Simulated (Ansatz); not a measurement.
# How fast states decay through BrCl2F

Aim: relax a made-up compound, BrCl2F, and see how good a tunnel barrier it would be. It is built by putting F for part of the Br in the BrCl structure of space group Cmc2_1, with the volume rescaled by atomic radii. The parent structure comes from the Materials Project.

Program: Ansatz 0.2.0. Level of theory: r2SCAN DFT, plane waves, PAW files, in the first sound run; inputs show where later runs differ. Results are calculated unless marked as measured.

The structure was built from a prototype and need not be the compound's stable phase.

## Step 1: Set-up

The structure is monoclinic, space group Cm (No. 8). The conventional cell has a = 4.627 Å, b = 7.406 Å, c = 7.194 Å, α = 90.00°, β = 90.00°, γ = 90.00°. Nearest to Br lie 2 Cl at 2.19 to 2.26 Å. F has 1 Cl at 2.19 Å nearest. Nearest to Cl lie 1 F at 2.19 Å and 1 Br at 2.26 Å. Nearest to Cl lie 1 Br at 2.19 Å. It derives from BrCl. F for part of the Br in the BrCl structure of space group Cmc2_1. Farther neighbours and most contacts between anions are not listed.

## Step 2: Relaxing the new crystal

The substituted atoms don't fit the parent's cell, so cell and atoms relax together. A small smearing keeps the run stable in case the gap closes on the way.

input.yaml reads:

```yaml
crystal:
  lattice:
    - [3.7027791546, -2.3134174096, 0.0]
    - [3.7027791546, 2.3134174096, 0.0]
    - [0.0, 0.0, 7.1940460127]
  atoms:
    - { symbol: Br, position: [0.006143, 0.993857, 0.626524] }
    - { symbol: F, position: [0.993857, 0.006143, 0.126524] }
    - { symbol: Cl, position: [0.717494, 0.282506, 0.373476] }
    - { symbol: Cl, position: [0.282506, 0.717494, 0.873476] }
kpoints:
  mp_grid: { grid: [6, 6, 4] }
scf:
  occupations: { method: gaussian, width: 0.03 }
hamiltonian:
  xc: r2scan
output:
  forces: true
  stress: true
relax:
  f_tol: 0.02
  max_steps: 60
  cell: {}
```

Command:

```
$ ansatz run input.yaml --threads 2 --pin off --max-ram 4096MiB --backend cpu --events-out ev --progress --plain --runs-dir out
```

Numbers of over 12 decimals in the logs are rounded to 6 here.

The program printed:

```text
Engine: ansatz 0.2.0, aarch64-unknown-linux-gnu
Pseudopotentials: kind: paw
Pseudopotential: Br, paw, valence charge 7, recommended cutoff 500 eV (meta_gga), Br.paw.azcp
Pseudopotential: F, paw, valence charge 7, recommended cutoff 500 eV (meta_gga), F.paw.azcp
Pseudopotential: Cl, paw, valence charge 7, recommended cutoff 500 eV (meta_gga), Cl.paw.azcp
Functional definition: r2SCAN
  parameter k0 = 0.174
  parameter k1 = 0.065
  parameter a1 = 4.9479
  exchange = r2scan_x(k0 = k0, k1 = k1, a1 = a1)
  correlation = r2scan_c
Crystal: 4 atoms, lattice volume = 123.249 Å³
Basis set: ecut = 500 eV, 3143 PW (Γ), exchange–correlation on 128×128×216 points (64 copies of the dense FFT grid, shifted against one another)
Bands: 18, of which v1, the nominal top of the filled ones, is band 14 counted from 1 (13 counted from 0)
Symmetry: 2 space group operations
Space group: Cm (ITA 8), of the structure as read, at distance tolerance 5.0e-5 Å
k-points: 47 of 144 (time reversal used)
Non-local potential: Br, projectors of the file, l = 0: 2, l = 1: 2, l = 2: 2
Non-local potential: F, projectors of the file, l = 0: 2, l = 1: 2, l = 2: 1
Non-local potential: Cl, projectors of the file, l = 0: 2, l = 1: 2, l = 2: 2
PAW form: soft (Blöchl's): semilocal exchange-correlation on the pseudo side does not see the compensation charge
PAW frozen core: Br, regenerated for the run's functional (the file was generated under x = pbe(κ = 0.804, μ = 0.219515), c = pbe(β = 0.066725))
PAW frozen core: F, regenerated for the run's functional (the file was generated under x = pbe(κ = 0.804, μ = 0.219515), c = pbe(β = 0.066725))
PAW frozen core: Cl, regenerated for the run's functional (the file was generated under x = pbe(κ = 0.804, μ = 0.219515), c = pbe(β = 0.066725))
PAW one-centre angular grid: Br, 302 points (default); XC on 160 Gauss nodes
PAW one-centre angular grid: F, 302 points (default); XC on 160 Gauss nodes
PAW one-centre angular grid: Cl, 302 points (default); XC on 160 Gauss nodes
Initial density: superposition of atomic densities (neutral atoms: chi_scale 0, normalization atom), corrected by the library's trained network
Initial wavefunctions: pseudopotential atomic-orbital guess
Functional: x = r2scan, c = r2scan; τ floored in thin density (d = 2e-4 eV/Å³)
SCF iter   1: F=—  HF=-5766.458831 eV  |F-HF|=—  |Δ(HF+E_count)|=         —  Δρ=9.59e-3  dr2=1.05e-1  dr2_τ=4.39e-2  ethr=1.77e-3  ⟨swp⟩=6.3  Hψ=4853  notcnv=0
preconditioner: auto → Resta (q_TF=auto, 2.131 Å⁻¹)  ε∞=3.4  [insulator: Δε(μ)=0.280 eV  Ē_g=11.019 eV  σ=0.030 eV  W_gap=1.00  n_scr=22 (ndim 8)  ℏωp=17.1 eV  f_vac=0.191  D(μ)=0.00/eV (n_scr^D=0)  ε∞_Penn≈3.4]
SCF iter   2: F=—  HF=-5766.478200 eV  |F-HF|=—  |Δ(HF+E_count)|=   1.94e-2  Δρ=6.92e-3  dr2=4.96e-2  dr2_τ=5.23e-3  ethr=3.76e-4  ⟨swp⟩=3.0  Hψ=1813  notcnv=0
SCF iter   3: F=—  HF=-5766.472652 eV  |F-HF|=—  |Δ(HF+E_count)|=   5.55e-3  Δρ=3.47e-3  dr2=9.71e-3  dr2_τ=6.78e-4  ethr=1.77e-4  ⟨swp⟩=2.1  Hψ=1341  notcnv=0
SCF iter   4: F=—  HF=-5766.471920 eV  |F-HF|=—  |Δ(HF+E_count)|=   7.32e-4  Δρ=1.18e-3  dr2=1.26e-3  dr2_τ=7.92e-5  ethr=3.47e-5  ⟨swp⟩=2.0  Hψ=1070  notcnv=0
SCF iter   5: F=—  HF=-5766.472013 eV  |F-HF|=—  |Δ(HF+E_count)|=   9.31e-5  Δρ=2.99e-4  dr2=1.77e-4  dr2_τ=1.04e-5  ethr=4.49e-6  ⟨swp⟩=2.1  Hψ=1463  notcnv=0
SCF iter   6: F=—  HF=-5766.472030 eV  |F-HF|=—  |Δ(HF+E_count)|=   1.70e-5  Δρ=1.49e-4  dr2=4.75e-5  dr2_τ=3.81e-6  ethr=6.31e-7  ⟨swp⟩=1.9  Hψ=1202  notcnv=0
SCF iter   7: F=—  HF=-5766.472037 eV  |F-HF|=—  |Δ(HF+E_count)|=   6.84e-6  Δρ=4.99e-5  dr2=5.06e-6  dr2_τ=1.54e-7  ethr=1.70e-7  ⟨swp⟩=1.0  Hψ=846  notcnv=0
SCF iter   8: F=—  HF=-5766.472041 eV  |F-HF|=—  |Δ(HF+E_count)|=   4.22e-6  Δρ=9.94e-6  dr2=2.21e-7  dr2_τ=6.56e-9  ethr=1.81e-8  ⟨swp⟩=2.6  Hψ=1409  notcnv=0
SCF iter   9: F=-5766.472042 eV  HF=-5766.472042 eV  |F-HF|=1.25e-8  |Δ(HF+E_count)|=   3.53e-7  Δρ=2.30e-6  dr2=1.02e-8  dr2_τ=8.71e-10  ethr=3.57e-10  ⟨swp⟩=5.0  Hψ=3471  notcnv=0
SCF 1 converged in 9 iterations: F = -5766.472042 eV  dr2 = 1.02e-8
  greatest PAW one-centre occupation: 0.943 electrons in one spin orbital (limit 2), on the F atom at site 1 (counted from 0), in its partial waves of l = 0
relax step   1: F+E_penalty+E_count = -5766.47204154 eV  Δ(F+E_penalty+E_count) = +0.000e0 eV  max|allowed force component| = 2.121e0 eV/Å  Δτ_max = 0.0000 Å  P = +0.782 GPa  Ω = 123.249 Å³  (9 SCF iters, dr2 threshold 1.00e-7 eV, accepted)
Crystal: 4 atoms, lattice volume = 118.003 Å³
Basis set: ecut = 500 eV, 2979 PW (Γ), exchange–correlation on 128×128×216 points (64 copies of the dense FFT grid, shifted against one another)
Initial density: handed on by an earlier stage of this run
Initial wavefunctions: those handed on with the density
iter 1 solved again at ethr=8.38e-4 eV; its pass at ethr=3.10e-3 eV (dr2=2.35e-1 eV) is discarded
SCF iter   1: F=—  HF=-5767.046525 eV  |F-HF|=—  |Δ(HF+E_count)|=         —  Δρ=1.36e-2  dr2=2.36e-1  dr2_τ=3.38e-1  ethr=8.38e-4  ⟨swp⟩=1.0  Hψ=5242  notcnv=0
automatic band count: iteration 1 solves 17 bands in place of 18: the levels show a gap, and the empty bands left out lie too high to hold charge; the band table lists the bands solved (type scf.n_extra_bands for more)
preconditioner: auto → Resta (q_TF=auto, 2.147 Å⁻¹)  ε∞=4.2  [insulator: Δε(μ)=0.937 eV  Ē_g=9.711 eV  σ=0.030 eV  W_gap=1.00  n_scr=22 (ndim 8)  ℏωp=17.4 eV  f_vac=0.164  D(μ)=0.00/eV (n_scr^D=0)  ε∞_Penn≈4.2]
SCF iter   2: F=—  HF=-5766.878417 eV  |F-HF|=—  |Δ(HF+E_count)|=   1.68e-1  Δρ=1.04e-2  dr2=7.39e-2  dr2_τ=1.15e-2  ethr=8.38e-4  ⟨swp⟩=2.7  Hψ=1643  notcnv=0
SCF iter   3: F=—  HF=-5766.867534 eV  |F-HF|=—  |Δ(HF+E_count)|=   1.09e-2  Δρ=3.31e-3  dr2=1.27e-2  dr2_τ=4.11e-4  ethr=2.64e-4  ⟨swp⟩=2.0  Hψ=1654  notcnv=0
SCF iter   4: F=—  HF=-5766.865734 eV  |F-HF|=—  |Δ(HF+E_count)|=   1.80e-3  Δρ=7.52e-4  dr2=1.26e-3  dr2_τ=4.10e-5  ethr=4.54e-5  ⟨swp⟩=2.1  Hψ=946  notcnv=0
SCF iter   5: F=—  HF=-5766.865860 eV  |F-HF|=—  |Δ(HF+E_count)|=   1.26e-4  Δρ=4.52e-4  dr2=4.55e-4  dr2_τ=3.00e-5  ethr=4.51e-6  ⟨swp⟩=2.8  Hψ=1434  notcnv=0
SCF iter   6: F=—  HF=-5766.865853 eV  |F-HF|=—  |Δ(HF+E_count)|=   7.13e-6  Δρ=2.06e-4  dr2=8.49e-5  dr2_τ=6.17e-6  ethr=1.63e-6  ⟨swp⟩=1.0  Hψ=799  notcnv=0
SCF iter   7: F=—  HF=-5766.865873 eV  |F-HF|=—  |Δ(HF+E_count)|=   2.00e-5  Δρ=5.32e-5  dr2=8.39e-6  dr2_τ=3.16e-7  ethr=3.03e-7  ⟨swp⟩=2.0  Hψ=1221  notcnv=0
SCF iter   8: F=—  HF=-5766.865878 eV  |F-HF|=—  |Δ(HF+E_count)|=   4.41e-6  Δρ=2.19e-5  dr2=8.31e-7  dr2_τ=2.35e-8  ethr=3.00e-8  ⟨swp⟩=2.6  Hψ=1353  notcnv=0
[...]
relax step  12: F+E_penalty+E_count = -5767.68494552 eV  Δ(F+E_penalty+E_count) = -3.517e-2 eV  max|allowed force component| = 2.715e-1 eV/Å  Δτ_max = 0.1971 Å  P = -0.163 GPa  Ω = 103.517 Å³  energy of the carried Pulay correction = +3.699e-3 eV  (8 SCF iters, dr2 threshold 4.00e-7 eV, accepted)
relax step  13: F+E_penalty+E_count = -5767.66416107 eV  Δ(F+E_penalty+E_count) = +2.078e-2 eV  max|allowed force component| = 5.640e-1 eV/Å  Δτ_max = 0.1278 Å  P = +0.863 GPa  Ω = 102.107 Å³  energy of the carried Pulay correction = +3.998e-3 eV  (7 SCF iters, dr2 threshold 4.00e-7 eV, rejected (line search))
relax step  14: F+E_penalty+E_count = -5767.69913769 eV  Δ(F+E_penalty+E_count) = -1.419e-2 eV  max|allowed force component| = 2.083e-1 eV/Å  Δτ_max = 0.0612 Å  P = +0.065 GPa  Ω = 103.323 Å³  energy of the carried Pulay correction = +3.739e-3 eV  (11 SCF iters, accepted)
relax step  15: F+E_penalty+E_count = -5767.70698128 eV  Δ(F+E_penalty+E_count) = -7.844e-3 eV  max|allowed force component| = 1.461e-1 eV/Å  Δτ_max = 0.0353 Å  P = +0.117 GPa  Ω = 103.599 Å³  energy of the carried Pulay correction = +3.681e-3 eV  (7 SCF iters, dr2 threshold 4.00e-7 eV, accepted)
relax step  16: F+E_penalty+E_count = -5767.71226094 eV  Δ(F+E_penalty+E_count) = -5.280e-3 eV  max|allowed force component| = 4.752e-2 eV/Å  Δτ_max = 0.0252 Å  P = +0.119 GPa  Ω = 104.088 Å³  energy of the carried Pulay correction = +3.579e-3 eV  (7 SCF iters, dr2 threshold 4.00e-7 eV, accepted)
relax step  17: F+E_penalty+E_count = -5767.71304933 eV  Δ(F+E_penalty+E_count) = -7.884e-4 eV  max|allowed force component| = 2.707e-2 eV/Å  Δτ_max = 0.0133 Å  P = -0.011 GPa  Ω = 104.489 Å³  energy of the carried Pulay correction = +3.495e-3 eV  (6 SCF iters, dr2 threshold 1.71e-7 eV, accepted)
relax step  18: F+E_penalty+E_count = -5767.71332462 eV  Δ(F+E_penalty+E_count) = -2.753e-4 eV  max|allowed force component| = 2.449e-2 eV/Å  Δτ_max = 0.0059 Å  P = +0.004 GPa  Ω = 104.708 Å³  energy of the carried Pulay correction = +3.450e-3 eV  (6 SCF iters, dr2 threshold 4.58e-8 eV, accepted)
relax step  19: F+E_penalty+E_count = -5767.71360304 eV  Δ(F+E_penalty+E_count) = -2.784e-4 eV  max|allowed force component| = 1.961e-2 eV/Å  Δτ_max = 0.0160 Å  P = -0.026 GPa  Ω = 105.219 Å³  energy of the carried Pulay correction = +3.344e-3 eV  (7 SCF iters, dr2 threshold 3.75e-8 eV, accepted)
relax step  20: F+E_penalty+E_count = -5767.71337047 eV  Δ(F+E_penalty+E_count) = +2.326e-4 eV  max|allowed force component| = 3.553e-2 eV/Å  Δτ_max = 0.0183 Å  P = -0.005 GPa  Ω = 105.412 Å³  energy of the carried Pulay correction = +3.304e-3 eV  (7 SCF iters, dr2 threshold 8.98e-9 eV, rejected (line search))
relax step  21: F+E_penalty+E_count = -5767.71373966 eV  Δ(F+E_penalty+E_count) = -1.366e-4 eV  max|allowed force component| = 1.365e-2 eV/Å  Δτ_max = 0.0074 Å  P = -0.013 GPa  Ω = 105.165 Å³  energy of the carried Pulay correction = +3.355e-3 eV  (9 SCF iters, accepted)
Basis set: ecut = 500 eV, 2667 PW (Γ), exchange–correlation on 120×120×216 points (64 copies of the dense FFT grid, shifted against one another)
Initial wavefunctions: pseudopotential atomic-orbital guess (no wavefunctions were taken with the density)
iter 1 solved again at ethr=2.21e-7 eV; its pass at ethr=3.10e-3 eV (dr2=6.18e-5 eV) is discarded
SCF iter   1: F=—  HF=-5767.710225 eV  |F-HF|=—  |Δ(HF+E_count)|=         —  Δρ=3.37e-4  dr2=1.09e-5  dr2_τ=6.06e-5  ethr=2.21e-7  ⟨swp⟩=3.7  Hψ=7819  notcnv=0
preconditioner: auto → Resta (q_TF=auto, 2.188 Å⁻¹)  ε∞=3.5  [insulator: Δε(μ)=2.476 eV  Ē_g=11.694 eV  σ=0.030 eV  W_gap=1.00  n_scr=22 (ndim 8)  ℏωp=18.5 eV  f_vac=0.103  D(μ)=0.00/eV (n_scr^D=0)  ε∞_Penn≈3.5]
SCF iter   2: F=—  HF=-5767.710267 eV  |F-HF|=—  |Δ(HF+E_count)|=   4.13e-5  Δρ=1.69e-4  dr2=3.23e-6  dr2_τ=7.07e-6  ethr=3.88e-8  ⟨swp⟩=2.0  Hψ=1241  notcnv=0
SCF iter   3: F=—  HF=-5767.710279 eV  |F-HF|=—  |Δ(HF+E_count)|=   1.20e-5  Δρ=5.36e-5  dr2=1.83e-6  dr2_τ=2.60e-7  ethr=1.15e-8  ⟨swp⟩=2.0  Hψ=1503  notcnv=0
SCF iter   4: F=—  HF=-5767.710276 eV  |F-HF|=—  |Δ(HF+E_count)|=   2.39e-6  Δρ=7.92e-6  dr2=1.73e-8  dr2_τ=7.11e-9  ethr=6.55e-9  ⟨swp⟩=2.0  Hψ=1294  notcnv=0
SCF iter   5: F=—  HF=-5767.710276 eV  |F-HF|=—  |Δ(HF+E_count)|=   2.44e-8  Δρ=1.60e-6  dr2=1.76e-9  dr2_τ=3.79e-10  ethr=6.17e-11  ⟨swp⟩=2.0  Hψ=1504  notcnv=0
SCF iter   6: F=—  HF=-5767.710276 eV  |F-HF|=—  |Δ(HF+E_count)|=  4.64e-11  Δρ=3.34e-7  dr2=1.01e-10  dr2_τ=1.04e-11  ethr=6.30e-12  ⟨swp⟩=2.6  Hψ=1434  notcnv=0
SCF iter   7: F=-5767.710276 eV  HF=-5767.710276 eV  |F-HF|=3.64e-12  |Δ(HF+E_count)|=  2.73e-11  Δρ=8.09e-8  dr2=4.98e-12  dr2_τ=4.52e-13  ethr=1.00e-12  ⟨swp⟩=4.4  Hψ=3011  notcnv=0
SCF 22 converged in 7 iterations: F = -5767.710276 eV  dr2 = 4.98e-12
relax step  22: F+E_penalty+E_count = -5767.71027642 eV  Δ(F+E_penalty+E_count) = +3.463e-3 eV  max|allowed force component| = 1.558e-2 eV/Å  Δτ_max = 0.0000 Å  P = -0.008 GPa  Ω = 105.165 Å³  stress off target by 2.53e-2 GPa  SCF on the basis re-selected at this cell (its energy is not comparable with the rows above)  (7 SCF iters)
basis re-selected at this cell: Δ(F+E_penalty+E_count) = +3.463e-3 eV, ΔP = +0.005 GPa vs the last step (what re-selecting the basis moved, of the pressure what is left beyond the Pulay correction that the steps carried, after the strain that the cell walked since its last selection, with what the two solves' SCF thresholds leave and, on support functions, any second-order correction that the steps lacked; it is no measure of the basis error at this ecutwfc). The dense FFT grid was sized anew with the basis: this SCF ran on 30×30×54 points, the steps before it on 32×32×54, so part of this shift can come from that change (see relax.cell in the input reference). [rest of the remark cut]
SCF converged after 7 iterations
Free energy (F): -5767.710276 eV
Harris-Foulkes:  -5767.710276 eV  (|F-HF|=3.64e-12)
Internal energy: -5767.710276 eV  (E = F + TS)
E sigma→0 (E₀):  -5767.710276 eV
Fermi energy:    1.392597 eV
--- Per-component energies (eV) ---
  E_band       = -187.383405
  E_kinetic    = 655.389882
  E_local      = -1581.487773  (includes V_loc(G=0)·N_el)
  E_nonlocal   = 199.655561
  E_hartree    = 536.329853
  E_xc         = -532.793687
  E_vxc        = -493.606458  (∫ρ·V_xc dr)
  E_paw        = -3804.754314  (= ΣΔE_a)
  E_vpaw       = -68.823361  (= ΣTr[D̂ρ^β])
  E_aug_tail   = 0.001085  (compensation charges beyond the density's cutoff)
  E_vtau       = 28.827977  (kinetic-family band-sum trace: ∫τ·v_τ [+ j·A + Jᵃ·Aᵃ] dr)
  E_ewald      = -1239.588485
  E_core_change = -0.462399  (= ΣΔE_core)
  E_smearing   = -0.000000  (= −TS)
  E_closure    = 0.000000  (closes the sum)
  Σ components = -5767.710276   (vs F -5767.710276, Δ=0.00e0)
--- Forces (eV/Å), atoms counted from 1 ---
  atom   1  Br     0.00000000     0.00511922    -0.00135022
  atom   2  F      0.00000000     0.00821176    -0.00578053
  atom   3  Cl     0.00000000    -0.01269280     0.01558184
  atom   4  Cl     0.00000000    -0.00063694    -0.00845183
  max |Σ_I F_I| component: 1.23e-6 eV/Å
--- Stress (GPa, compression-positive) ---
       -0.015335       0.000000       0.000000
        0.000000      -0.006144       0.021340
        0.000000       0.021337      -0.001458
  P = ⅓ Tr σ = -0.0076 GPa (-0.076 kbar)
--- Relaxed structure (21 steps of the walk, 19 accepted, 1 SCFs on fresh bases) ---
  F+E_penalty+E_count = -5767.71027642 eV   max|allowed force component| = 1.558e-2 eV/Å   (the final SCF, on the basis selected at the relaxed cell)
  cell:  # Å, volume = 105.1654 Å³
    - [3.366940, -2.113519, -0.00455152]
    - [3.366940, 2.113519, 0.00455152]
    - [0.0, 0.014154, 7.389295]
  atoms:
    - { symbol: Br, position: [0.166413, 0.833587, 0.620236] }
    - { symbol: F, position: [0.816785, 0.183215, 0.165094] }
    - { symbol: Cl, position: [0.570384, 0.429616, 0.349938] }
    - { symbol: Cl, position: [0.446418, 0.553582, 0.864732] }
```

Wall time 3.7 min (2 threads of Arm Neoverse V2, shared host); peak memory 0.58 GiB.

Step by step:

```
step  energy less that of the first step (eV)  largest force component (eV/Å)  pressure (GPa)  volume (Å³)
   1                                   0.0000                          2.1208            0.78       123.25
   2                                  -0.3938                          0.9946           -0.62       118.00
   3                                  -0.4600                          0.7292            1.54       108.95
   4                                  -0.5298                          0.3963           -0.21       109.12
   5                                  -0.5877                          0.5780           -0.56       104.82
   6                                  -0.6735                          0.7954           -0.53       100.99
   7                                  -0.7795                          1.0238           -0.21        97.78
   8                                  -0.9098                          1.6377            2.89        93.85
   9                                  -1.0977                          0.4462           -0.07       100.75
  10                                  -1.1300                          0.4519            0.78       103.91
  11                                  -1.1777                          0.2837            0.09       103.41
  12                                  -1.2129                          0.2715           -0.16       103.52
  13                                  -1.1921                          0.5640            0.86       102.11
  14                                  -1.2271                          0.2083            0.07       103.32
  15                                  -1.2349                          0.1461            0.12       103.60
  16                                  -1.2402                          0.0475            0.12       104.09
  17                                  -1.2410                          0.0271           -0.01       104.49
  18                                  -1.2413                          0.0245            0.00       104.71
  19                                  -1.2416                          0.0196           -0.03       105.22
  20                                  -1.2413                          0.0355           -0.01       105.41
  21                                  -1.2417                          0.0137           -0.01       105.17
 22*                                  -1.2382                          0.0156           -0.01       105.17
```

Relaxation steps marked * repeat the geometry before them on a plane-wave basis chosen anew for their cell, so energy and pressure can jump there. Relaxation steps 13, 20 were tried and not accepted.

Forces are held to the 2 operations that the run works with; a distortion that breaks them can't arise in this run.

```
     cell as run  before  after   change
           a (Å)   4.366  3.975   -8.9 %
           b (Å)   4.366  3.975   -8.9 %
           c (Å)   7.194  7.389   +2.7 %
           α (°)   90.00  89.88   -0.1 %
           β (°)   90.00  90.12   +0.1 %
           γ (°)   63.99  64.24   +0.4 %
volume (Å³/atom)   30.81  26.29  -14.7 %
```

The atoms that moved most (Å, as changes of fractional coordinates times the final cell):

```
atom     dx      dy      dz  length
  F2  0.000   0.749   0.287   0.802
 Cl4  0.000  -0.693  -0.066   0.696
 Br1  0.000  -0.678  -0.048   0.679
 Cl3  0.000   0.622  -0.173   0.645
```

This step gave:

```
free energy  : -5767.7103 eV
Fermi energy : 1.393 eV
pressure     : -0.007645 GPa
```

The largest force component on a free atom ends at 0.016 eV/Å.

[end of part 1 of 2]

[Logs are printed without paths, hosts, clocks, repeated set-up lines and the standing remarks that a program may print on its own settings, such as how far it seeks lower states.]

[Hosts, paths, dates, database ids (printed as entryN), source tags and the programs' standing remarks are cut or masked in the printed files.]
